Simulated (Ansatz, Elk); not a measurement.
# Dielectric function and optical constants of BaHfP2 (model structure), part 2 of 3

Aim: the dielectric function of BaHfP2 (model structure), and the optical constants that follow from it. The structure is a model and need not exist. It was built so: All N replaced by P and Sr replaced by Ba in the R-3m structure of SrHfN2. The cell is first relaxed with Ansatz.

Elk 11.2.3 (patched build); DFT, PBE, all-electron APW+lo, Dirac cores, scalar-relativistic bands, independent-particle optical response without local fields.

So far: The structure; Relaxation.

## (3) Ground state

The self-consistent density comes first; it also tells whether there is a gap, which decides the occupations and the need for a Drude term.

This step: DFT, PBE, all-electron APW+lo, Dirac cores, scalar-relativistic bands, ground state (Elk 11.2.3 (patched build)).

elk.in reads:

```
tasks
  0
  120

xctype
  20

nempty
  14

lorbcnd
  .true.

rgkmax
  7.0

swidth
  0.0018375

maxscl
  100

epsengy
  1e-05

sppath
  './'

avec
  3.746591854709 2.163095815828 13.624253889543
  -3.746591854709 2.163095815828 13.624253889543
  0.000000000000 -4.326191631751 13.624253889528

atoms
  3
  'Hf.in'
  1
  0.500000000000 0.500000000000 0.500000000000   0.000 0.000 0.000
  'Ba.in'
  1
  1.000000000000 1.000000000000 1.000000000000   0.000 0.000 0.000
  'P.in'
  2
  0.768192299200 0.768192299200 0.768192299200   0.000 0.000 0.000
  0.231807700800 0.231807700800 0.231807700800   0.000 0.000 0.000

ngridk
  9 9 9
```

Started as:

```
> OMP_NUM_THREADS=4 elk
```

Standard output:

```text
┌─────────────────────────┐
│ Elk code version 11.2.3 │
└─────────────────────────┘

All units are atomic (Hartree, Bohr, etc.)

┌─────────────────────────────────────────────────┐
│ Ground-state run starting from atomic densities │
└─────────────────────────────────────────────────┘

Lattice vectors :
   3.746591855       2.163095816       13.62425389
  -3.746591855       2.163095816       13.62425389
   0.000000000      -4.326191632       13.62425389

Reciprocal lattice vectors :
  0.8385201205      0.4841198173      0.1537254898
 -0.8385201205      0.4841198173      0.1537254898
  0.1477227240E-16 -0.9682396346      0.1537254898

Unit cell volume      :    662.4851083
Brillouin zone volume :   0.3744238328

Muffin-tin inner radius fraction :   0.1000000000E-01

Nuclei treated as point charges

Species : 1 (Hf)
 parameters loaded from : Hf.in
 name : hafnium
 nuclear charge    :   -72.00000000
 electronic charge :    72.00000000
 atomic mass :    325367.3659
 muffin-tin radius :    2.800000000
 number of radial points in muffin-tin :   1393
 inner part over the whole radius :   0.9942779402E-02
 number on inner part of muffin-tin    :    999
 approximate nuclear radius :   0.1000320365E-03
 number of mesh points to nuclear radius :    518
 atomic positions (lattice), magnetic fields (Cartesian) :
  1 :   0.00000000  0.00000000  0.00000000    0.00000000  0.00000000  0.00000000

Species : 2 (Ba)
 parameters loaded from : Ba.in
 name : barium
 nuclear charge    :   -56.00000000
 electronic charge :    56.00000000
 atomic mass :    250331.8071
 muffin-tin radius :    2.800000000
 number of radial points in muffin-tin :   1393
 inner part over the whole radius :   0.9950032293E-02
 number on inner part of muffin-tin    :    996
 approximate nuclear radius :   0.9171481901E-04
 number of mesh points to nuclear radius :    504
 atomic positions (lattice), magnetic fields (Cartesian) :
  1 :   0.50000000  0.50000000  0.50000000    0.00000000  0.00000000  0.00000000

Species : 3 (P)
 parameters loaded from : P.in
 name : phosphorus
 nuclear charge    :   -15.00000000
 electronic charge :    15.00000000
 atomic mass :    56461.71230
 muffin-tin radius :    2.200000000
 number of radial points in muffin-tin :    793
 inner part over the whole radius :   0.9987340520E-02
 number on inner part of muffin-tin    :    554
 approximate nuclear radius :   0.6081821256E-04
 number of mesh points to nuclear radius :    248
 atomic positions (lattice), magnetic fields (Cartesian) :
  1 :   0.26819230  0.26819230  0.26819230    0.00000000  0.00000000  0.00000000
  2 :  -0.26819230 -0.26819230 -0.26819230    0.00000000  0.00000000  0.00000000

Total number of atoms per unit cell :    4
Total muffin-tin volume :    273.1091214
 ratio of muffin-tin to unit cell volume :   0.4122494497

Spin treatment :
 spin-unpolarised

Number of Bravais lattice symmetries :   12
Number of crystal symmetries         :   12
Crystal has inversion symmetry
Real symmetric eigensolver will be used

k-point grid :      9     9     9
k-point offset :    0.000000000       0.000000000       0.000000000
k-point set is reduced with full crystal symmetry group
Total number of k-points :       85

Muffin-tin radius times maximum |G+k| :    7.000000000
 using average radius
Maximum |G+k| for APW functions       :    2.800000000
Maximum (1/2)|G+k|²                   :    3.920000000
Maximum |G| for potential and density :    12.00000000
Constant for pseudocharge density :    8
 order of it for each species :   15  15  15
 order of it for pair densities of each species (exact exchange by exxq0 0: 15) :   12  12   6
Radial integration step length :    1

G-vector grid sizes :     56    56    56
Number of G-vectors :    19349

Maximum angular momentum used for
 APW functions            :    8
 outer part of muffin-tin :    6
 inner part of muffin-tin :    2

Total nuclear charge    :   -158.0000000
Total core charge       :    102.0000000
Total valence charge    :    56.00000000
Total excess charge     :    0.000000000
Total electronic charge :    158.0000000

Effective Wigner radius, rₛ :    1.000330417

Number of empty states         :     56
Total number of valence states :     85
Total number of core states    :    102

Conduction state local-orbitals added automatically
Third-order local-orbitals added for an l without core states : F
Total number of local-orbitals :    251

Exchange-correlation functional :     20     0     0
 Perdew-Burke-Ernzerhof, Phys. Rev. Lett. 77, 3865 (1996)
 gradient requirement :    1
 generalised gradient approximation (GGA)

Smearing type :    3
 Fermi-Dirac
Smearing width :   0.1837500000E-02
Effective electronic temperature (K) :    580.2366081

Mixing type :    3
 Broyden mixing, J. Phys. A: Math. Gen. 17, L317 (1984)

Kohn-Sham potential initialised from atomic data

┌──────────────────────────────┐
│ Self-consistent loop started │
└──────────────────────────────┘

┌─────────────────┐
│ Loop number : 1 │
└─────────────────┘

Energies :
 Fermi                       :     0.126635
 sum of occupied eigenvalues :     -14635.809178625
 electron kinetic            :      26259.729345999
 core electron kinetic       :      25443.082719441
 Coulomb                     :     -49627.563470381
 Coulomb potential           :     -40176.542491685
 nuclear-nuclear             :     -1969.8589165160
 electron-nuclear            :     -55170.726283109
 Hartree                     :      7513.0217292443
 Madelung                    :     -29539.292224538
 xc potential                :     -718.99603293838
 exchange                    :     -546.05281638863
 correlation                 :     -8.560326
 electron entropic           :    -0.590707E-04
 total energy                :     -23922.447325950

Density of states at Fermi energy :    5.458112759
 (states/Hartree/unit cell)

Estimated indirect band gap :   0.1630165875E-02
 from k-point 26 to k-point 52
Estimated direct band gap   :   0.6894904581E-02
 at k-point 1

Charges :
 core                        :    102.0000000
 valence                     :    56.00000000
 interstitial                :    7.179265758
 muffin-tins (core leakage)
  species : 1 (Hf)
   atom 1                    :    69.67278111     (  0.3155464157E-07)
  species : 2 (Ba)
   atom 1                    :    53.71370158     (  0.5165560331E-05)
  species : 3 (P)
   atom 1                    :    13.71712578     (  0.3108346197E-03)
   atom 2                    :    13.71712578     (  0.3108346197E-03)
 total in muffin-tins        :    150.8207342
 total calculated charge     :    157.9967576
 total charge                :    158.0000000
 error                       :   0.3242375604E-02

┌─────────────────┐
│ Loop number : 2 │
└─────────────────┘

Energies :
 Fermi                       :     0.127912
 sum of occupied eigenvalues :     -14635.847363591
 electron kinetic            :      26259.471958766
 core electron kinetic       :      25442.774744772
 Coulomb                     :     -49627.737091589
 Coulomb potential           :     -40176.167098190
 nuclear-nuclear             :     -1969.8589165160
 electron-nuclear            :     -55171.449164022
 Hartree                     :      7513.5709889489
 Madelung                    :     -29539.653542494
 xc potential                :     -719.15222416705
 exchange                    :     -546.05941892489
 correlation                 :     -8.560698
 electron entropic           :    -0.612305E-04
 total energy                :     -23922.885311445

Density of states at Fermi energy :    5.658982413
 (states/Hartree/unit cell)

Estimated indirect band gap :   0.1095676218E-02
 from k-point 26 to k-point 52
Estimated direct band gap   :   0.6856461933E-02
 at k-point 1

Charges :
 core                        :    102.0000000
 valence                     :    56.00000000
 interstitial                :    7.179786652
 muffin-tins (core leakage)
  species : 1 (Hf)
   atom 1                    :    69.68717716     (  0.3076004162E-07)
  species : 2 (Ba)
   atom 1                    :    53.71349855     (  0.5164043451E-05)
  species : 3 (P)
   atom 1                    :    13.70976882     (  0.3111341147E-03)
   atom 2                    :    13.70976882     (  0.3111341147E-03)
 total in muffin-tins        :    150.8202133
 total calculated charge     :    157.9967597
 total charge                :    158.0000000
 error                       :   0.3240263327E-02

RMS change in Kohn-Sham potential (target) :   0.3822879634     (  0.1000000000E-05)
Absolute change in total energy (target)   :   0.4379854953     (  0.1000000000E-04)

[... 13 loops left out ...]

┌──────────────────┐
│ Loop number : 16 │
└──────────────────┘

Energies :
 Fermi                       :     0.257440
 sum of occupied eigenvalues :     -14623.010362742
 electron kinetic            :      26263.901241400
 core electron kinetic       :      25442.114425027
 Coulomb                     :     -49630.703282310
 Coulomb potential           :     -40162.385184470
 nuclear-nuclear             :     -1969.8589165160
 electron-nuclear            :     -55191.197736723
 Hartree                     :      7530.3533709284
 Madelung                    :     -29549.510690075
 xc potential                :     -724.52641967308
 exchange                    :     -546.19189143669
 correlation                 :     -8.574435
 electron entropic           :    -0.220165E-03
 total energy                :     -23921.568587526

Density of states at Fermi energy :    20.53830205
 (states/Hartree/unit cell)

Estimated indirect band gap :   0.1809649225E-02
 from k-point 73 to k-point 76
Estimated direct band gap   :   0.1468633404E-01
 at k-point 26

Charges :
 core                        :    102.0000000
 valence                     :    56.00000000
 interstitial                :    7.170260642
 muffin-tins (core leakage)
  species : 1 (Hf)
   atom 1                    :    70.26788647     (  0.1013448525E-07)
  species : 2 (Ba)
   atom 1                    :    53.78072349     (  0.5089194694E-05)
  species : 3 (P)
   atom 1                    :    13.39056470     (  0.3140428652E-03)
   atom 2                    :    13.39056470     (  0.3140428652E-03)
 total in muffin-tins        :    150.8297394
 total calculated charge     :    157.9969848
 total charge                :    158.0000000
 error                       :   0.3015190192E-02

RMS change in Kohn-Sham potential (target) :   0.4336595589E-06 (  0.1000000000E-05)
Absolute change in total energy (target)   :   0.2797361958E-05 (  0.1000000000E-04)

Convergence targets achieved

┌──────────────────┐
│ Loop number : 17 │
└──────────────────┘

Energies :
 Fermi                       :     0.257440
 sum of occupied eigenvalues :     -14623.010379051
 electron kinetic            :      26263.901224208
 core electron kinetic       :      25442.114416389
 Coulomb                     :     -49630.703277188
 Coulomb potential           :     -40162.385190680
 nuclear-nuclear             :     -1969.8589165160
 electron-nuclear            :     -55191.197720622
 Hartree                     :      7530.3533599495
 Madelung                    :     -29549.510681848
 xc potential                :     -724.52641257924
 exchange                    :     -546.19189136814
 correlation                 :     -8.574435
 electron entropic           :    -0.220165E-03
 total energy                :     -23921.568599509

Density of states at Fermi energy :    20.53829713
 (states/Hartree/unit cell)

Estimated indirect band gap :   0.1809636247E-02
 from k-point 73 to k-point 76
Estimated direct band gap   :   0.1468632451E-01
 at k-point 26

Charges :
 core                        :    102.0000000
 valence                     :    56.00000000
 interstitial                :    7.170260268
 muffin-tins (core leakage)
  species : 1 (Hf)
   atom 1                    :    70.26788639     (  0.1013462025E-07)
  species : 2 (Ba)
   atom 1                    :    53.78072347     (  0.5089194907E-05)
  species : 3 (P)
   atom 1                    :    13.39056494     (  0.3140428104E-03)
   atom 2                    :    13.39056494     (  0.3140428104E-03)
 total in muffin-tins        :    150.8297397
 total calculated charge     :    157.9969848
 total charge                :    158.0000000
 error                       :   0.3015190578E-02

┌──────────────────────────────┐
│ Self-consistent loop stopped │
└──────────────────────────────┘

Warning : core states of species 3 leak from the muffin-tin :   0.3140428104E-03

Wrote STATE.OUT
```

Elapsed: 1.7 min, on 4 threads of Arm Neoverse N1, shared host; peak memory 0.29 GiB; 6.4 min of CPU time.

Read-outs:

```
total energy           : -23922 Ha
Fermi energy           : 7.005 eV
DOS at the Fermi level : 0.7548 states/eV/cell
```

There are states at the Fermi level within the smearing, so the occupations stay smeared and the carriers get a Drude term.

## (4) Independent particles

With the density converged, the vertical transitions are summed over the zone.

This step: DFT, PBE, all-electron APW+lo, Dirac cores, scalar-relativistic bands, independent-particle optical response without local fields (Elk 11.2.3 (patched build)).

elk.in, as its differences from that of step 3:

```diff
@@ -1,4 +1,10 @@
 tasks
-  0
-  120
+  121
+
+optcomp
+  1 1
+  3 3
+
+intraband
+  .true.
 
@@ -17,9 +23,7 @@
 swidth
-  0.0018375
+  0.0036749
 
-maxscl
-  100
-
-epsengy
-  1e-05
+wplot
+  400 100 0
+  0.0 0.80849
```

Started as:

```
> OMP_NUM_THREADS=4 elk
```

Standard output:

```text
┌─────────────────────────────────┐
│ Elk code version 11.2.3 started │
└─────────────────────────────────┘

Info(readinput): the functional depends on the density's gradient
 muffin-tin radial points multiplied by    2.00000
 (not where nrmtscf is given)

┌────────────────────┐
│ Current task : 121 │
└────────────────────┘

Info(findsymcrys): atomic basis shift (lattice) :
  0.5000000000      0.5000000000      0.5000000000
See GEOMETRY.OUT for new atomic positions

Info(dielectric):
 dielectric tensor written to EPSILON_ij.OUT
 optical conductivity written to SIGMA_ij.OUT
 plasma frequency written to PLASMA_ij.OUT
 for components
  i = 1, j = 1
  i = 3, j = 3

┌──────────────────┐
│ Elk code stopped │
└──────────────────┘
```

Wall time 15 s (4 threads); peak memory 0.07 GiB; 62 s of CPU time.

Read-outs:

* Drude plasma energy, first axis: 1.871 eV

(Part 2 of 3 ends here.)

[Long decimals in the printed logs are rounded to 6 places.]

[Machine, clock and banner lines and Python warnings are left out of the logs.]

[Logs are printed without paths, hosts, clocks, repeated set-up lines and the standing remarks that a program may print on its own settings, such as how far it seeks lower states.]

[Hosts, paths, dates, database ids (printed as entryN), source tags and the programs' standing remarks are cut or masked in the printed files.]

[Where Elk ran, warnings of its patched build on accuracy (core leakage, angular cutoffs, spin-orbit splittings, empty states, lower magnetic states) are left out.]

[Where the starting crystal was built by hand or by swapping elements, it need not be the compound's stable phase.]

[The count of steps not shown may lack steps that the program refused or didn't finish.]
